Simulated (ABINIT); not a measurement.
# Li3TeBr (Pm-3m): modes at Γ and the response to a field, part 2 of 3

Aim: the zone-centre modes of Li3TeBr (Pm-3m).

ABINIT 10.8.3; DFT PBEsol, scalar-relativistic, plane waves, PseudoDojo norm-conserving pseudopotentials.

So far. Step 5 (Relaxation): The volume changes by +0.0 % in this run and stands -23.7 % from the first cell. Step 6 (Ground state): The cell stands at -0.23 GPa: the relaxation ran with a smoothed and higher cutoff and on another k mesh. The relaxed cell has a = 5.156 Å (conventional setting).

The structure was built from a prototype and need not be the compound's stable phase.

## Step 8: Linear response at Γ

The derivative of the wavefunctions by k comes first, since the response to a field is built on it; then the field and the displacements that symmetry doesn't supply are solved at q = 0.

It reads the wavefunctions written in step 6.

The input, dfpt_gamma.abi:

```
ndtset 2

# common to the responses
getwfk_filepath "gso_WFK"
kptopt 2
nqpt 1
qpt 0.0 0.0 0.0
asr 0
chneut 0

# d/dk
rfelfd1 2
rfdir1 1 1 1
iscf1 -3
tolwfr1 1.0d-20

# displacements, field
rfphon2 1
rfatpol2 1 5
rfdir2 1 1 1
rfelfd2 3
getddk2 1
tolvrs2 1.0d-10
prtwf2 0

# basis, mesh and filling
ecut 34.0
ngkpt 4 4 4
nshiftk 1
shiftk 0.5 0.5 0.5
istwfk *1
occopt 1
nband 16
nstep 100
diemac 9.0
prtebands 0
prtgsr 0
useylm 1

# cell and atoms
acell 9.744072073 9.744072073 9.744072073
rprim 
    1.0 0.0 0.0
    0.0 1.0 0.0
    0.0 0.0 1.0
ntypat 3
znucl 35 52 3
natom 5
typat 1 2 3 3 3
xred 
    0.0 0.0 0.0
    0.5 0.5 0.5
    0.5 0.5 0.0
    0.5 0.0 0.5
    0.0 0.5 0.5
pp_dirpath "./pseudo"
pseudos "Br.upf, Te.upf, Li.upf"
```

The run is started by

```console
$ OMP_NUM_THREADS=1 mpirun -n 4 abinit dfpt_gamma.abi > dfpt_gamma.log
```

Numbers of over 12 decimals in the logs are rounded to 6 here.

dfpt_gamma.abo, the main output file:

```text
[banners, grids, parts of the stress and lines that vanish by symmetry left out]
- input  file    -> dfpt_gamma.abi
- output file    -> dfpt_gamma.abo
- root for input  files -> dfpt_gammai
[...]
DATASET    1 : space group Pm -3 m (#221); Bravais cP (primitive cubic)
[...]
nfft =      157464          nkpt =          32
[...]
DATASET    2 : space group Pm -3 m (#221); Bravais cP (primitive cubic)
[...]
nfft =      157464          nkpt =          32
[...]
== DATASET  1 ==================================================================
[...]
cutoff_energies: {ecut:  34.0, pawecutdg:  -1.0, }
[...]
-  3.00000   3.00000  180301                  znucl, zion, pspdat
[...]
Perturbation : derivative vs k along direction   1
[...]
-ETOT  1  -22.568238515986     -2.257E+01 2.849E-02 0.000E+00
 ETOT  2  -22.586270614988     -1.803E-02 4.345E-05 0.000E+00
 ETOT  3  -22.586289700679     -1.909E-05 2.056E-07 0.000E+00
 ETOT  4  -22.586289754119     -5.344E-08 5.849E-10 0.000E+00
 ETOT  5  -22.586289754304     -1.856E-10 4.128E-12 0.000E+00
[...]
At SCF step    9   max residual=  9.94E-21 < tolwfr=  1.00E-20 =>converged.
[...]
Perturbation : derivative vs k along direction   2
[...]
-ETOT  1  -22.568023899494     -2.257E+01 2.849E-02 0.000E+00
[...]
At SCF step    9   max residual=  9.94E-21 < tolwfr=  1.00E-20 =>converged.
[...]
Perturbation : derivative vs k along direction   3
[...]
-ETOT  1  -22.568238606203     -2.257E+01 2.849E-02 0.000E+00
[...]
At SCF step    9   max residual=  9.94E-21 < tolwfr=  1.00E-20 =>converged.
[...]
1        1       1.0067355293   -0.0000000000
     1        2       0.0000000000    0.0000000000
     1        3       0.0000000000    0.0000000000
     2        1       0.0000000000    0.0000000000
     2        2       1.0067355293   -0.0000000000
     2        3       0.0000000000    0.0000000000
     3        1       0.0000000000    0.0000000000
     3        2       0.0000000000    0.0000000000
     3        3       1.0067355292    0.0000000000
[...]
== DATASET  2 ==================================================================
[...]
cutoff_energies: {ecut:  34.0, pawecutdg:  -1.0, }
[...]
Perturbation : displacement of atom   1   along direction   1
[...]
-ETOT  1  0.139180     -8.281E+02 2.135E+00 1.825E+03
[...]
At SCF step   11       vres2   =  7.64E-12 < tolvrs=  1.00E-10 =>converged.
[...]
Perturbation : displacement of atom   2   along direction   1
[...]
-ETOT  1   14.908745215134     -4.766E+04 6.429E+01 4.523E+03
[...]
At SCF step   11       vres2   =  7.36E-11 < tolvrs=  1.00E-10 =>converged.
[...]
Perturbation : displacement of atom   3   along direction   1
[...]
-ETOT  1  0.297682     -3.301E+03 3.551E+01 1.009E+03
[...]
At SCF step   12       vres2   =  7.26E-12 < tolvrs=  1.00E-10 =>converged.
[...]
Perturbation : displacement of atom   3   along direction   3
[...]
-ETOT  1   7.399780     -3.282E+03 3.346E+01 3.780E+03
[...]
At SCF step   11       vres2   =  5.99E-11 < tolvrs=  1.00E-10 =>converged.
[...]
Perturbation : homogeneous electric field along direction   1
[...]
-ETOT  1  -67.465888713267     -6.747E+01 2.552E-01 6.220E+04
[...]
ETOT 11  -81.413289104782     -2.046E-12 2.218E-15 1.464E-10
 ETOT 12  -81.413289104781      9.379E-13 1.869E-17 4.288E-12
 At SCF step   12       vres2   =  4.29E-12 < tolvrs=  1.00E-10 =>converged.
[...]
Dielectric tensor, in cartesian coordinates,
[...]
1    7   1    7         3.6595302836        -0.0000000000
   1    7   2    7        -0.0000000000        -0.0000000000
   1    7   3    7        -0.0000000000        -0.0000000000
   2    7   1    7        -0.0000000000        -0.0000000000
   2    7   2    7         3.6595302836        -0.0000000000
   2    7   3    7        -0.0000000000        -0.0000000000
   3    7   1    7        -0.0000000000        -0.0000000000
   3    7   2    7        -0.0000000000        -0.0000000000
   3    7   3    7         3.6595302836        -0.0000000000
  Effective charges, in cartesian coordinates,
[...]
1    1   1    7        -1.6204993220         0.0000000000
   2    1   1    7         0.0000000000         0.0000000000
   3    1   1    7         0.0000000000         0.0000000000
   1    2   1    7        -1.5168910655         0.0000000000
   2    2   1    7         0.0000000000         0.0000000000
[...]
Effective charges, in cartesian coordinates,
[...]
2    7   1    5         0.0000000000         0.0000000000
   3    7   1    5         0.0000000000         0.0000000000
   1    7   2    5         0.0000000000         0.0000000000
   2    7   2    5         0.9051104483         0.0000000000
   3    7   2    5         0.0000000000         0.0000000000
   1    7   3    5         0.0000000000         0.0000000000
   2    7   3    5         0.0000000000         0.0000000000
   3    7   3    5         0.9051104483         0.0000000000
  Phonon wavevector (reduced coordinates) :  0.00000  0.00000  0.00000
 Phonon energies in Hartree :
[...]
Phonon frequencies in cm-1    :
- -1.595731E+02 -1.595731E+02 -1.595731E+02 -1.560655E+02 -1.560655E+02
- -1.560655E+02 -4.092940E+00 -4.092939E+00 -4.092939E+00  5.949944E+01
-  5.949944E+01  5.949944E+01  5.016478E+02  5.016478E+02  5.016478E+02
  Phonon at Gamma, with non-analyticity in the
[...]
Phonon energies in Hartree :
[...]
Phonon frequencies in cm-1    :
- -1.595731E+02 -1.595731E+02 -1.560655E+02 -1.560655E+02 -1.560655E+02
- -8.981602E+00 -4.092940E+00 -4.092939E+00 -3.722234E+00  5.949944E+01
-  5.949944E+01  5.958800E+01  5.016478E+02  5.016478E+02  5.285847E+02
  Phonon at Gamma, with non-analyticity in the
[...]
Phonon energies in Hartree :
[...]
Phonon frequencies in cm-1    :
- -1.595731E+02 -1.595731E+02 -1.560655E+02 -1.560655E+02 -1.560655E+02
- -8.981602E+00 -4.092940E+00 -4.092939E+00 -3.722234E+00  5.949944E+01
-  5.949944E+01  5.958800E+01  5.016478E+02  5.016478E+02  5.285847E+02
  Phonon at Gamma, with non-analyticity in the
[...]
Phonon energies in Hartree :
[...]
Phonon frequencies in cm-1    :
- -1.595731E+02 -1.595731E+02 -1.560655E+02 -1.560655E+02 -1.560655E+02
- -8.981602E+00 -4.092939E+00 -4.092939E+00 -3.722234E+00  5.949944E+01
-  5.949944E+01  5.958800E+01  5.016478E+02  5.016478E+02  5.285847E+02
[...]
fcart2     0.0000000000E+00  0.0000000000E+00  0.0000000000E+00
           strten2     0.0000000000E+00  0.0000000000E+00  0.0000000000E+00
================================================================================
```

Elapsed: 3.4 min, on 4 MPI ranks of Arm Neoverse V1, shared host; 14 min of CPU time.

Numbers from this step:

| Quantity | Value |
| --- | --- |
| miss of the charge sum rule | 0.003069 e |
| largest acoustic frequency at the zone centre before the sum rule | -4.09 cm⁻¹ |
| highest optical zone-centre mode (no LO-TO term) | 501.6 cm⁻¹ |
| lowest optical zone-centre mode | -159.6 cm⁻¹ |
| mean high-frequency dielectric constant | 3.659 |
| largest Born charge in size (third of the trace) | 1.621 e |

Born charge (rows field, columns displacement), before the sum rule (e), principal values of the symmetric part by kind of site:

| atom | atoms with these values | low | middle | high | mean |
| --- | --- | --- | --- | --- | --- |
| Br1 | 1 | -1.62 | -1.62 | -1.62 | -1.62 |
| Te2 | 1 | -1.52 | -1.52 | -1.52 | -1.52 |
| Li3 | 3 | 0.91 | 0.91 | 1.33 | 1.05 |

In full for Li3:

```
0.91 0.00 0.00
0.00 0.91 0.00
0.00 0.00 1.33
```

High-frequency dielectric tensor:

```
3.66 0.00 0.00
0.00 3.66 0.00
0.00 0.00 3.66
```

The acoustic modes at Γ come out as far as 4.1 cm⁻¹ from zero, where they should vanish, a small numerical error; the Born charges miss their sum rule by 0.0031 e, which is good. The lowest optical mode is imaginary, 160i cm⁻¹, an instability at this level and on this k mesh.

## Step 9: Modes with the sum rule

anaddb reads the merged derivatives, imposes the acoustic sum rule and charge neutrality, and adds the LO-TO term along chosen directions.

The input, anaddb.abi:

```
ddb_filepath "gamma_DDB"
output_file "anaddb.abo"
outdata_prefix "anaddb"
asr 1
chneut 1
enunit 2
eivec 1
nph1l 1
qph1l 0.0 0.0 0.0 1.0
dieflag 2
nph2l 3
qph2l 
    1.0 0.0 0.0 0.0
    0.0 0.0 1.0 0.0
    1.0 1.0 1.0 0.0
```

The input, mrgddb.in:

```
gamma_DDB
merged
2
dfpt_gammao_DS2_DDB
gso_DDB
```

The run is started by

```console
$ mrgddb < mrgddb.in > mrgddb.log
$ OMP_NUM_THREADS=1 anaddb anaddb.abi > anaddb.log
```

anaddb.abo, the main output file:

```text
[banners, grids, parts of the stress and lines that vanish by symmetry left out]
-outvars_anaddb: echo values of input variables ----------------------

 Flags :
[...]
Dielectric Tensor and Effective Charges
[...]
Effective charge tensors after
[...]
Phonon wavevector (reduced coordinates) :  0.00000  0.00000  0.00000
 Phonon energies in Hartree :
[...]
Phonon energies in meV     :
- -1.978630E+01 -1.978630E+01 -1.978630E+01 -1.935173E+01 -1.935173E+01
- -1.935173E+01  0.000000E+00  0.000000E+00  0.000000E+00  7.388509E+00
-  7.388509E+00  7.388509E+00  6.220923E+01  6.220923E+01  6.220923E+01
 Phonon frequencies in cm-1    :
- -1.595873E+02 -1.595873E+02 -1.595873E+02 -1.560822E+02 -1.560822E+02
- -1.560822E+02  0.000000E+00  0.000000E+00  0.000000E+00  5.959234E+01
-  5.959234E+01  5.959234E+01  5.017513E+02  5.017513E+02  5.017513E+02
 Phonon frequencies in Thz     :
- -4.784305E+00 -4.784305E+00 -4.784305E+00 -4.679227E+00 -4.679227E+00
- -4.679227E+00  0.000000E+00  0.000000E+00  0.000000E+00  1.786534E+00
-  1.786534E+00  1.786534E+00  1.504213E+01  1.504213E+01  1.504213E+01
 Phonon energies in Kelvin  :
- -2.296104E+02 -2.296104E+02 -2.296104E+02 -2.245675E+02 -2.245675E+02
- -2.245675E+02  0.000000E+00  0.000000E+00  0.000000E+00  8.574009E+01
-  8.574009E+01  8.574009E+01  7.219082E+02  7.219082E+02  7.219082E+02
[...]
-  1  0.00000000E+00  0.00000000E+00 -8.63173999E-04
-     0.00000000E+00  0.00000000E+00  0.00000000E+00
-  2  0.00000000E+00  0.00000000E+00 -1.12467146E-04
-     0.00000000E+00  0.00000000E+00  0.00000000E+00
-  3  0.00000000E+00 -1.27767751E-07  1.55175574E-04
-     0.00000000E+00  0.00000000E+00  0.00000000E+00
-  4  0.00000000E+00  0.00000000E+00  5.92456516E-03
-     0.00000000E+00  0.00000000E+00  0.00000000E+00
-  5  0.00000000E+00 -1.27767751E-07  5.92456516E-03
-     0.00000000E+00  0.00000000E+00  0.00000000E+00
[...]
-  1  0.00000000E+00  8.63173999E-04  0.00000000E+00
-     0.00000000E+00  0.00000000E+00  0.00000000E+00
-  2  0.00000000E+00  1.12467146E-04  0.00000000E+00
-     0.00000000E+00  0.00000000E+00  0.00000000E+00
-  3  0.00000000E+00 -5.92456516E-03  0.00000000E+00
-     0.00000000E+00  0.00000000E+00  0.00000000E+00
-  4  0.00000000E+00 -1.55175574E-04 -1.27767751E-07
-     0.00000000E+00  0.00000000E+00  0.00000000E+00
-  5  0.00000000E+00 -5.92456516E-03 -1.27767751E-07
-     0.00000000E+00  0.00000000E+00  0.00000000E+00
[...]
-  1  8.63174000E-04  0.00000000E+00  0.00000000E+00
-     0.00000000E+00  0.00000000E+00  0.00000000E+00
-  2  1.12467146E-04  0.00000000E+00  0.00000000E+00
-     0.00000000E+00  0.00000000E+00  0.00000000E+00
-  3 -5.92456516E-03  0.00000000E+00  0.00000000E+00
-     0.00000000E+00  0.00000000E+00  0.00000000E+00
-  4 -5.92456516E-03  0.00000000E+00  0.00000000E+00
-     0.00000000E+00  0.00000000E+00  0.00000000E+00
[...]
Phonon at Gamma, with non-analyticity in the
[...]
Phonon energies in Hartree :
[...]
Phonon energies in meV     :
- -1.978630E+01 -1.978630E+01 -1.935173E+01 -1.935173E+01 -1.935173E+01
- -1.284259E+00  0.000000E+00  0.000000E+00  0.000000E+00  7.388509E+00
[...]
Phonon frequencies in cm-1    :
[...]
Phonon frequencies in Thz     :
[...]
Phonon energies in Kelvin  :
[...]
- -1.490321E+01  0.000000E+00  0.000000E+00  0.000000E+00  8.574009E+01
-  8.574009E+01  8.586937E+01  7.219082E+02  7.219082E+02  7.606216E+02
[...]
-  5  0.00000000E+00  0.00000000E+00 -6.28628301E-03
-     0.00000000E+00  0.00000000E+00  0.00000000E+00
[...]
-  1  0.00000000E+00  0.00000000E+00  0.00000000E+00
-     0.00000000E+00  0.00000000E+00  0.00000000E+00
-  2  0.00000000E+00  0.00000000E+00  0.00000000E+00
-     0.00000000E+00  0.00000000E+00  0.00000000E+00
-  3  0.00000000E+00 -6.28628301E-03  0.00000000E+00
-     0.00000000E+00  0.00000000E+00  0.00000000E+00
-  4  0.00000000E+00  0.00000000E+00  0.00000000E+00
-     0.00000000E+00  0.00000000E+00  0.00000000E+00
-  5  0.00000000E+00  6.28628301E-03  0.00000000E+00
-     0.00000000E+00  0.00000000E+00  0.00000000E+00
[...]
Phonon at Gamma, with non-analyticity in the
[...]
Phonon energies in Hartree :
[...]
Phonon energies in meV     :
- -1.978630E+01 -1.978630E+01 -1.935173E+01 -1.935173E+01 -1.935173E+01
- -1.284259E+00  0.000000E+00  0.000000E+00  0.000000E+00  7.388509E+00
-  7.388509E+00  7.399650E+00  6.220923E+01  6.220923E+01  6.554530E+01
 Phonon frequencies in cm-1    :
- -1.595873E+02 -1.595873E+02 -1.560822E+02 -1.560822E+02 -1.560822E+02
[...]
Phonon frequencies in Thz     :
[...]
Phonon energies in Kelvin  :
[...]
Phonon at Gamma, with non-analyticity in the
[...]
Phonon energies in Hartree :
[...]
Phonon energies in meV     :
[...]
Phonon frequencies in cm-1    :
[...]
Phonon frequencies in Thz     :
[...]
Phonon energies in Kelvin  :
[...]
- -1.490321E+01  0.000000E+00  0.000000E+00  0.000000E+00  8.574009E+01
-  8.574009E+01  8.586937E+01  7.219082E+02  7.219082E+02  7.606216E+02
[...]
-  4  1.62991898E-04  4.54280513E-03 -5.69701835E-05
-     0.00000000E+00  0.00000000E+00  0.00000000E+00
-  5 -6.98385641E-03 -1.06021715E-04 -5.69701835E-05
-     0.00000000E+00  0.00000000E+00  0.00000000E+00
[...]
;  5 -4.99855313E-03 -2.08787203E-04 -2.08787203E-04
;     0.00000000E+00  0.00000000E+00  0.00000000E+00
-
```

Run time: 0.54 s. Hardware: 1 thread.

Read from the output:

```
highest optical zone-centre mode (no LO-TO term) : 501.8 cm⁻¹
highest mode moved by the LO-TO term             : 528.7 cm⁻¹
```

No LO-TO term; unit eigenvectors of the mass-weighted matrix, from anaddb's displacements. Modes at Γ, with each element's share of the kinetic energy (negative means imaginary):

| mode | frequency (cm⁻¹) | symmetry | Br % | Te % | Li % |
| --- | --- | --- | --- | --- | --- |
| 1 | -159.6 | T1u | 11 | 0 | 89 |
| 2 | -159.6 | T1u | 11 | 0 | 89 |
| 3 | -159.6 | T1u | 11 | 0 | 89 |
| 4 | -156.1 | T2u | 0 | 0 | 100 |
| 5 | -156.1 | T2u | 0 | 0 | 100 |
| 6 | -156.1 | T2u | 0 | 0 | 100 |
| 7 | 0.0 | acoustic | 35 | 56 | 9 |
| 8 | 0.0 | acoustic | 35 | 56 | 9 |
| 9 | 0.0 | acoustic | 35 | 56 | 9 |
| 10 | 59.6 | T1u | 54 | 39 | 7 |
| 11 | 59.6 | T1u | 54 | 39 | 7 |
| 12 | 59.6 | T1u | 54 | 39 | 7 |
| 13 | 501.8 | T1u | 0 | 5 | 95 |
| 14 | 501.8 | T1u | 0 | 5 | 95 |
| 15 | 501.8 | T1u | 0 | 5 | 95 |

Displacements in mode 1 (-159.6 cm⁻¹), the largest set to 1:
```
Br1  0.00  0.00 -0.15
Te2  0.00  0.00 -0.02
Li3  0.00  0.00  0.03
Li4  0.00  0.00  1.00
Li5  0.00  0.00  1.00
```

Displacements in mode 4 (-156.1 cm⁻¹), the largest set to 1:
```
Br1  0.00  0.00  0.00
Te2  0.00  0.00  0.00
Li3  0.00  0.00  0.00
Li4  0.00  0.00  1.00
Li5  0.00  0.00 -1.00
```

With imaginary modes the relaxed-ion tensors have no meaning and are not tabulated.

The rule moves no optical mode by more than 0.2 cm⁻¹.

(Part 2 of 3 ends here.)

[Host names and launcher messages were left out of these logs when they were recorded.]

[Logs are printed without paths, hosts, clocks, repeated set-up lines and the standing remarks that a program may print on its own settings, such as how far it seeks lower states.]

[Hosts, paths, dates, database ids (printed as entryN), source tags and the programs' standing remarks are cut or masked in the printed files.]
